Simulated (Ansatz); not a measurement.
**SiPb (model cell, started as layered BN type): from the cell to its phonons**

Wanted: vibrations and spectra of SiPb (model cell, started as layered BN type); the cell is already relaxed. After the zone centre comes a 3×3×2 q mesh on a 12×12×8 k mesh.

Program: Ansatz 0.2.0. Level of theory: DFT PBEsol, scalar-relativistic, plane waves, PAW. Results are calculated unless marked as measured.

The structure was built from a prototype and need not be the compound's stable phase.

## 1. The structure

It takes space group P6_3/mmc (No. 194, hexagonal). The conventional cell has a = 4.784 Å, b = 4.784 Å, c = 5.798 Å, α = 90.00°, β = 90.00°, γ = 120.00°. Nearest to Pb lie 5 Si at 2.76 to 2.90 Å. Nearest to Si lie 5 Pb at 2.76 to 2.90 Å. Farther neighbours are not listed.

## 2. Modes at Γ

The cell comes from relaxations at this level that are not shown. The zone centre comes first: it holds the modes that light can see, as far as symmetry allows. No field response is asked, since the mesh shows no gap.

The input, input.yaml:

```yaml
crystal:
  lattice:
    - [4.7844966383, 3.1807e-06, 0.0]
    - [-2.3922510737, 4.1434940427, 0.0]
    - [0.0, 0.0, 5.7978855877]
  atoms:
    - { symbol: Pb, position: [0.3333333333, 0.6666666667, 0.25] }
    - { symbol: Pb, position: [0.6666666667, 0.3333333333, 0.75] }
    - { symbol: Si, position: [0.6666666667, 0.3333333333, 0.25] }
    - { symbol: Si, position: [0.3333333333, 0.6666666667, 0.75] }
kpoints:
  mp_grid: { grid: [12, 12, 8] }
hamiltonian:
  xc: pbesol
scf:
  occupations: { method: methfessel_paxton, width: 0.2 }
output:
  eigenvalues: true
phonons:
  method: dfpt
```

The run is started by

```sh
$ ansatz run input.yaml --threads 4 --pin off --max-ram 7168MiB --backend cpu --events-out ev --progress --plain --runs-dir out
```

Numbers of over 12 decimals in the logs are rounded to 6 here.

Log:

```text
Engine: ansatz 0.2.0, x86_64-unknown-linux-gnu
Pseudopotentials: kind: paw
Pseudopotential: Pb, paw, valence charge 14, recommended cutoff 420 eV (normal), Pb.paw.azcp
Pseudopotential: Si, paw, valence charge 4, recommended cutoff 420 eV (normal), Si.paw.azcp
Functional definition: PBEsol
  exchange = pbesol_x
  correlation = pbesol_c
Crystal: 4 atoms, lattice volume = 114.940 Å³
Basis set: ecut = 420 eV, 2221 PW (Γ), exchange–correlation on 64×64×80 points (8 copies of the dense FFT grid, shifted against one another)
Bands: 22, of which v1, the nominal top of the filled ones, is band 18 counted from 1 (17 counted from 0)
Symmetry: 24 space group operations
k-points: 320 of 1152 (irreducible under 2 space group operations, time reversal used)
Non-local potential: Pb, projectors of the file, l = 0: 2, l = 1: 2, l = 2: 2, l = 3: 2
Non-local potential: Si, projectors of the file, l = 0: 2, l = 1: 2, l = 2: 2
PAW form: soft (Blöchl's): semilocal exchange-correlation on the pseudo side does not see the compensation charge
PAW frozen core: Pb, regenerated for the run's functional, and the local potential with it (the file was generated under x = pbe(κ = 0.804, μ = 0.219515), c = pbe(β = 0.066725))
PAW frozen core: Si, regenerated for the run's functional, and the local potential with it (the file was generated under x = pbe(κ = 0.804, μ = 0.219515), c = pbe(β = 0.066725))
PAW one-centre angular grid: Pb, 590 points (default); XC on 64 Gauss nodes
PAW one-centre angular grid: Si, 110 points (default); XC on 64 Gauss nodes
Initial density: superposition of atomic densities (neutral atoms: chi_scale 0, normalization atom), corrected by the library's trained network
Initial wavefunctions: pseudopotential atomic-orbital guess
Functional: x = pbesol(κ = 0.804, μ = 0.123457), c = pbesol(β = 0.046)
SCF iter   1: F=—  HF=-24750.407062 eV  |F-HF|=—  |Δ(HF+E_count)|=         —  Δρ=2.05e-3  dr2=7.61e-3  ethr=1.77e-3  ⟨swp⟩=6.4  Hψ=36262  notcnv=0
preconditioner: auto → LDOS  [metal: Δε(μ)=0.023 eV  Ē_g=13.521 eV  σ=0.200 eV  W_gap=0.10  n_scr=22 (ndim 8)  ℏωp=20.8 eV  f_vac=0.044  D(μ)=2.32/eV (n_scr^D=20)  β→1.0]
SCF iter   2: F=—  HF=-24750.404437 eV  |F-HF|=—  |Δ(HF+E_count)|=   2.62e-3  S|Δr|=    0.00e0  Δρ=5.28e-4  dr2=3.10e-4  ethr=2.11e-5  ⟨swp⟩=2.6  Hψ=15492  notcnv=0
SCF iter   3: F=—  HF=-24750.404496 eV  |F-HF|=—  |Δ(HF+E_count)|=   5.89e-5  S|Δr|=    0.00e0  Δρ=2.59e-4  dr2=6.83e-5  ethr=8.62e-7  ⟨swp⟩=2.0  Hψ=12852  notcnv=0
SCF iter   4: F=—  HF=-24750.404467 eV  |F-HF|=—  |Δ(HF+E_count)|=   2.91e-5  S|Δr|=    0.00e0  Δρ=4.24e-5  dr2=1.66e-6  ethr=1.90e-7  ⟨swp⟩=2.0  Hψ=12161  notcnv=0
SCF iter   5: F=—  HF=-24750.404467 eV  |F-HF|=—  |Δ(HF+E_count)|=   4.53e-7  S|Δr|=    0.00e0  Δρ=5.07e-6  dr2=2.70e-8  ethr=4.62e-9  ⟨swp⟩=2.0  Hψ=12948  notcnv=0
SCF iter   6: F=—  HF=-24750.404467 eV  |F-HF|=—  |Δ(HF+E_count)|=   2.03e-8  S|Δr|=    0.00e0  Δρ=6.75e-7  dr2=7.53e-10  ethr=7.50e-11  ⟨swp⟩=2.0  Hψ=9752  notcnv=0
SCF iter   7: F=—  HF=-24750.404467 eV  |F-HF|=—  |Δ(HF+E_count)|=  1.16e-10  S|Δr|=    0.00e0  Δρ=1.60e-7  dr2=3.55e-11  ethr=2.09e-12  ⟨swp⟩=2.0  Hψ=9571  notcnv=0
SCF iter   8: F=-24750.404467 eV  HF=-24750.404467 eV  |F-HF|=3.64e-12  |Δ(HF+E_count)|=  1.46e-11  S|Δr|=    0.00e0  Δρ=1.22e-8  dr2=8.08e-14  ethr=1.00e-12  ⟨swp⟩=7.1  Hψ=40313  notcnv=0
SCF 1 converged in 8 iterations: F = -24750.404467 eV  dr2 = 8.08e-14
  greatest PAW one-centre occupation: 0.978 electrons in one spin orbital (limit 2), on the Pb atom at site 1 (counted from 0), in its partial waves of l = 2
DFPT response loops at Γ: preconditioner auto → Kerker (q_TF=auto, 2.248 Å⁻¹) (partly filled bands, converged f_vac=0.043); β = 1.00, the filter's whole step (`scf.mixing.beta` (0.50) is not read by the response loops under this deck's `scf.mixing.preconditioner`; to damp them name `kerker` or `kerker_dos`, under which they read `scf.mixing.beta`, and type it under 1.00, their step now; both keys bind the ground state too); Broyden in place of MSR1
SCF converged after 8 iterations
Stability not checked: this state was not tested for a lower state beside it, because cold or Methfessel-Paxton smearing, or corrected tetrahedra, fill the levels in a way that the test cannot read (fill_not_monotonic; see scf.lower_state_search)
Free energy (F): -24750.404467 eV
Harris-Foulkes:  -24750.404467 eV  (|F-HF|=3.64e-12)
Internal energy: -24750.404302 eV  (E = F + TS)
E sigma→0 (E₀):  -24750.404425 eV
Entropy (-TS):   -0.000165 eV (-0.041 meV/atom)
Fermi energy:    7.111201 eV
--- Per-component energies (eV) ---
  E_band       = -151.113911
  E_kinetic    = 657.839728
  E_local      = -2714.109716  (includes V_loc(G=0)·N_el)
  E_nonlocal   = 756.471818
  E_hartree    = 1094.088075
  E_xc         = -544.280887
  E_vxc        = -355.388992  (∫ρ·V_xc dr)
  E_paw        = -21513.718175  (= ΣΔE_a)
  E_vpaw       = -684.103005  (= ΣTr[D̂ρ^β])
  E_aug_tail   = 0.000106  (compensation charges beyond the density's cutoff)
  E_ewald      = -2486.882605
  E_core_change = 0.187355  (= ΣΔE_core)
  E_smearing   = -0.000165  (= −TS)
  E_closure    = -0.000000  (closes the sum)
  Σ components = -24750.404467   (vs F -24750.404467, Δ=0.00e0)
--- Band table (eV; the first three rows and the last of 320) ---
  k-point 0: bands = [... 14 lower, 5.0059, 5.0059, 6.0490, 7.3337, 7.4747, 7.4747, 8.7931, 8.7931]
  k-point 1: bands = [... 14 lower, 5.0728, 5.0728, 5.4493, 7.3335, 7.3335, 8.0703, 8.8382, 8.8382]
  k-point 2: bands = [... 14 lower, 4.6063, 5.2702, 5.2702, 6.9627, 6.9627, 9.0009, 9.0009, 9.2344]
  k-point 319: bands = [... 14 lower, 4.2759, 4.2759, 8.1666, 8.1666, 8.6706, 8.6706, 10.1446, 10.1446]
--- Phonons (Γ-DFPT): 4 representative perturbations + reference, on 320 of 1152 k-points (Σ response iterations 12) ---
  k mesh reduced under 2 symmetry operations, with k and −k counted as one. Each operation leaves every solved perturbation unchanged. A smaller set is not used because it would not reduce the number of displacements times k-points to solve
  ASR residual: 1.797e-5 → 0.000e0 eV/Å²; symmetrization residual: 6.181e-5 eV/Å²
  ASR residual per site (eV/Å²): 1.80e-5 1.80e-5 5.85e-6 5.85e-6
  Γ frequencies (cm⁻¹): 0.00 0.00 0.00 27.59 32.79 32.79 166.69 176.86 239.02 239.02 250.66 250.66
  non-analytic LO–TO correction: not included (Born effective charges unavailable; polar crystals: no LO–TO splitting at Γ)
```

Run time: 44 s. Hardware: 4 threads of Intel Xeon 6975P-C (Granite Rapids), shared host; peak memory 3 GiB; 2.7 min of CPU time.

Reading the cycles: dr2 is the Hartree energy of the density residual (eV), the measure of convergence; HF is the Harris–Foulkes estimate of the energy, which meets the free energy F at convergence.

Numbers from this step:

- volume per atom: 28.74 Å³
- gap on the k-mesh: 0 eV
- sum-rule residual before enforcement: 1.80e-5 eV/Å²
- point group: 6/mmm
- highest optical mode at the zone centre (no LO-TO term): 250.7 cm⁻¹
- lowest optical zone-centre mode: 27.59 cm⁻¹

Patterns of degenerate modes are one choice out of their space. Modes at Γ, with each element's share of the kinetic energy:

```tsv
mode	frequency (cm⁻¹)	symmetry	Pb %	Si %
1	0.0	acoustic	88	12
2	0.0	acoustic	88	12
3	0.0	acoustic	88	12
4	27.6	B1g	88	12
5	32.8	E2g	89	11
6	32.8	E2g	89	11
7	166.7	B1g	12	88
8	176.9	A2u	12	88
9	239.0	E1u	12	88
10	239.0	E1u	12	88
11	250.7	E2g	11	89
12	250.7	E2g	11	89
```

Displacements in mode 4 (27.6 cm⁻¹), the largest set to 1:
```
Pb1  0.00  0.00 -0.99
Pb2  0.00  0.00  0.99
Si3  0.00  0.00  1.00
Si4  0.00  0.00 -1.00
```

Displacements in mode 11 (250.7 cm⁻¹), the largest set to 1:
```
Pb1  0.00 -0.13  0.00
Pb2  0.00  0.13  0.00
Si3  0.00  1.00  0.00
Si4  0.00 -1.00  0.00
```

Before it was imposed, the acoustic sum rule was missed by 1.8e-5 eV/Å². Small misses are needed for a sound result but don't prove that mesh and cutoff are converged. The lowest optical mode is real, 27.6 cm⁻¹.

## 3. Response at finite wavevector

Stability and thermal properties need the whole zone. Linear response on a 3×3×2 q mesh gives force constants as far as a supercell of that size would.

Changes to input.yaml since step 2:

```diff
@@ -20 +20,9 @@
   method: dfpt
+  qmesh: [3, 3, 2]
+  temperatures: { t_max: 1000, t_step: 50 }
+  qpath:
+    path:
+      - [[0.0, 0.0, 0.0], [0.5, 0.0, 0.0], [0.33333333, 0.33333333, 0.0], [0.0, 0.0, 0.0], [0.0, 0.0, 0.5], [0.5, 0.0, 0.5], [0.33333333, 0.33333333, 0.5], [0.0, 0.0, 0.5]]
+      - [[0.5, 0.0, 0.5], [0.5, 0.0, 0.0]]
+      - [[0.33333333, 0.33333333, 0.5], [0.33333333, 0.33333333, 0.0]]
+    npoints: 10
```

Log:

```text
Warning: phonons: the dynamical matrix that this run interpolates holds no multipole term above the dipole-dipole one, and a site of this crystal is no centre of inversion, so its interpolated transverse optical and acoustic branches and sound speeds can stay off near Gamma, and the density of states and the thermodynamics with them. What a run solves at a wave vector of phonons.qpoints, Gamma apart, where the deck admits one, is free of this, and under fd what a larger phonons.supercell samples
[...]
Crystal: 4 atoms, lattice volume = 114.940 Å³
Basis set: ecut = 420 eV, 2221 PW (Γ), exchange–correlation on 64×64×80 points (8 copies of the dense FFT grid, shifted against one another)
Bands: 22, of which v1, the nominal top of the filled ones, is band 18 counted from 1 (17 counted from 0)
Symmetry: 24 space group operations
k-points: 95 of 1152
[...]
SCF iter   1: F=—  HF=-24750.407296 eV  |F-HF|=—  |Δ(HF+E_count)|=         —  Δρ=2.04e-3  dr2=7.60e-3  ethr=1.77e-3  ⟨swp⟩=6.5  Hψ=10810  notcnv=0
[...]
SCF iter   8: F=-24750.404467 eV  HF=-24750.404467 eV  |F-HF|=1.46e-11  |Δ(HF+E_count)|=  2.55e-11  S|Δr|=    0.00e0  Δρ=1.13e-8  dr2=6.82e-14  ethr=1.00e-12  ⟨swp⟩=7.1  Hψ=11841  notcnv=0
SCF 1 converged in 8 iterations: F = -24750.404467 eV  dr2 = 6.82e-14
[...]
iter 1 solved again at ethr=3.32e-7 eV; its pass at ethr=3.10e-3 eV (dr2=1.20e-4 eV) is discarded
SCF iter   1: F=—  HF=-24750.404467 eV  |F-HF|=—  |Δ(HF+E_count)|=         —  Δρ=7.27e-7  dr2=4.32e-10  ethr=3.32e-7  ⟨swp⟩=3.2  Hψ=17322  notcnv=0
eigensolver tolerance schedule: the retry pair's looser diagonalisation over-reported the residual by 276808.39 of it (diagonalisation noise at an unbounded share of the residual, at the tolerance the schedule requests for it); recorded, not acted on — ethr = c·dr2/N_el stays at c = 1.0e-1
[...]
SCF iter   2: F=—  HF=-24750.404467 eV  |F-HF|=—  |Δ(HF+E_count)|=   6.15e-7  S|Δr|=    0.00e0  Δρ=1.06e-6  dr2=9.18e-10  ethr=1.20e-12  ⟨swp⟩=4.3  Hψ=7097  notcnv=0
[...]
SCF iter   6: F=-24750.404467 eV  HF=-24750.404467 eV  |F-HF|=3.64e-12  |Δ(HF+E_count)|=  3.64e-12  S|Δr|=    0.00e0  Δρ=7.01e-8  dr2=4.10e-12  ethr=1.00e-12  ⟨swp⟩=2.3  Hψ=5613  notcnv=0
SCF 2 converged in 6 iterations: F = -24750.404467 eV  dr2 = 4.10e-12
phonons: the bands overlap, so this run is a metal and interpolates without the dipole-dipole term. If the crystal is really an insulator or semiconductor, its LO-TO splitting is missing
NSCF: frozen V_eff on 95 k-points
[...]
DFPT response loops at q = (0, 0, 0) (fractional): preconditioner auto → Kerker (q_TF=auto, 2.248 Å⁻¹) (partly filled bands, converged f_vac=0.043); β = 1.00, the filter's whole step (`scf.mixing.beta` (0.50) is not read by the response loops under this deck's `scf.mixing.preconditioner`; to damp them name `kerker` or `kerker_dos`, under which they read `scf.mixing.beta`, and type it under 1.00, their step now; both keys bind the ground state too); Broyden in place of MSR1
[...]
SCF converged after 8 iterations
[...]
Free energy (F): -24750.404467 eV
[...]
Internal energy: -24750.404302 eV  (E = F + TS)
E sigma→0 (E₀):  -24750.404425 eV
Entropy (-TS):   -0.000165 eV (-0.041 meV/atom)
Fermi energy:    7.111201 eV
[...]
--- Band table (eV; the first three rows and the last of 95) ---
  k-point 0: bands = [... 14 lower, 5.0059, 5.0059, 6.0490, 7.3337, 7.4747, 7.4747, 8.7931, 8.7931]
  k-point 1: bands = [... 14 lower, 5.0728, 5.0728, 5.4493, 7.3335, 7.3335, 8.0703, 8.8382, 8.8382]
  k-point 2: bands = [... 14 lower, 4.6063, 5.2702, 5.2702, 6.9627, 6.9627, 9.0009, 9.0009, 9.2344]
  k-point 94: bands = [... 14 lower, 3.9671, 3.9671, 8.5130, 8.5130, 9.1935, 9.1935, 9.9800, 9.9800]
--- Phonons (Γ-DFPT): 4 representative perturbations + reference (Σ response iterations 12) ---
  ASR residual: 1.548e-5 → 0.000e0 eV/Å²; symmetrization residual: 6.995e-6 eV/Å²
  ASR residual per site (eV/Å²): 1.55e-5 1.55e-5 7.07e-6 7.07e-6
[...]
--- Phonons (arbitrary-q DFPT): 6 irreducible q on the 3×3×2 mesh ---
  q = [0.0000, 0.0000, 0.0000] (star 1, of the zone-centre solve; hermiticity 2.53e-6, symmetrization 1.72e-7): -0.00 -0.00 0.00 27.59 32.79 32.79 166.69 176.86 239.02 239.02 250.66 250.66
  q = [0.0000, 0.0000, -0.5000] (star 1, 4 solved perturbations in 930 linear systems a pass and spin channel, the states on 370 of 1152 k-point pairs; hermiticity 4.61e-6, symmetrization 4.94e-7): 9.24 9.24 9.24 9.24 64.68 64.68 157.53 157.53 236.47 236.47 236.47 236.47
[...]
sum rule: each row above includes the acoustic sum rule's correction from the zone centre's row sums; it moved no ω² by more than (0.26 cm⁻¹)²
  mesh force constants: q→R imaginary residual 1.51e-16; ASR residual 1.548e-5 → 0.000e0 eV/Å²; symmetrization residual 6.217e-15 eV/Å²
  interpolated dispersion: 93 rows × 12 modes
  density of states and harmonic sums: on the 15×15×12 q-mesh, interpolated from the force constants of a 3×3×2 supercell (no non-analytic term)
  largest difference from the sums on the solved wave vectors: F 5.95e-3 eV, S 1.57e-5 and C_V 9.80e-6 eV/K
  zero-point energy: 0.094072 eV/cell   skipped modes (ω ≤ 0): 25, of them read as no rigid motion or as one in doubt: 22 (5.185e-2 modes/cell left out, lowest -9.48 cm⁻¹)   left out of the sums: 4.41e-3 of the cell's modes: C_V's classical limit lies that fraction below 3 k_B per atom; for a crystal, a wire or a layer, F and S can be off by more, and a phonons.interpolated_qmesh denser along its periods is the remedy for the sampling
```

It took 6 min on 4 threads; peak memory 4.2 GiB; 23 min of CPU time.

This step gave:

```yaml
sum_rule_residual_before_enforcement: 1.55e-5 eV/Å²
lowest_frequency_on_the_path: -10.95 cm⁻¹
highest_frequency_on_the_path_or_at_a_solved_wavevector: 252.6 cm⁻¹
lowest_mode_on_the_q_mesh_acoustic_modes_at_gamma_apart: 5.3 cm⁻¹
```

Frequencies (cm⁻¹) solved at each irreducible wavevector; negative means imaginary. Frequencies by wavevector, by row:

```tsv
q in reciprocal lattice units	star	mode 1	mode 2	mode 3	mode 4	mode 10	mode 11	mode 12
0 0 0	1	0	0	0	27.6	239	250.7	250.7
0 0 -0.5	1	9.2	9.2	9.2	9.2	236.5	236.5	236.5
0 0.3333 0	6	5.3	24.7	28	35.3	230.2	235.6	242.1
0 0.3333 -0.5	6	18.9	18.9	60.6	60.6	225.8	233.3	233.3
0.3333 0.3333 0	2	27.2	37.5	37.5	42.9	202.6	237.7	252.6
0.3333 0.3333 -0.5	2	40.1	40.1	63.6	63.6	206.3	247	247
```

Interpolated from a 3×3×2 q mesh. The phonon branches at the labelled points (cm⁻¹):

```tsv
point	branch 1	branch 2	branch 3	branch 4	branch 9	branch 10	branch 11	branch 12
Γ	0	0	0	28	239	239	251	251
halfway	9	18	33	35	217	230	240	245
M	-11	-10	34	34	200	231	232	239
halfway	19	28	35	36	199	217	235	248
K	27	37	37	43	203	203	238	253
halfway	16	22	35	38	215	227	234	248
Γ	0	0	0	28	239	239	251	251
halfway	-8	-8	26	26	236	236	245	245
A	9	9	9	9	236	236	236	236
halfway	19	19	51	51	230	230	234	234
L	15	15	63	63	221	221	233	233
halfway	29	29	63	63	212	212	242	242
H	40	40	64	64	206	206	247	247
halfway	24	24	56	56	225	225	237	237
A	9	9	9	9	236	236	236	236
jump to L	15	15	63	63	221	221	233	233
halfway	7	8	43	47	203	230	232	237
M	-11	-10	34	34	200	231	232	239
jump to H	40	40	64	64	206	206	247	247
halfway	33	43	47	47	205	205	241	251
K	27	37	37	43	203	203	238	253
```

[end of part 1 of 2]

[Logs are printed without paths, hosts, clocks, repeated set-up lines and the standing remarks that a program may print on its own settings, such as how far it seeks lower states.]

[Hosts, paths, dates, database ids (printed as entryN), source tags and the programs' standing remarks are cut or masked in the printed files.]
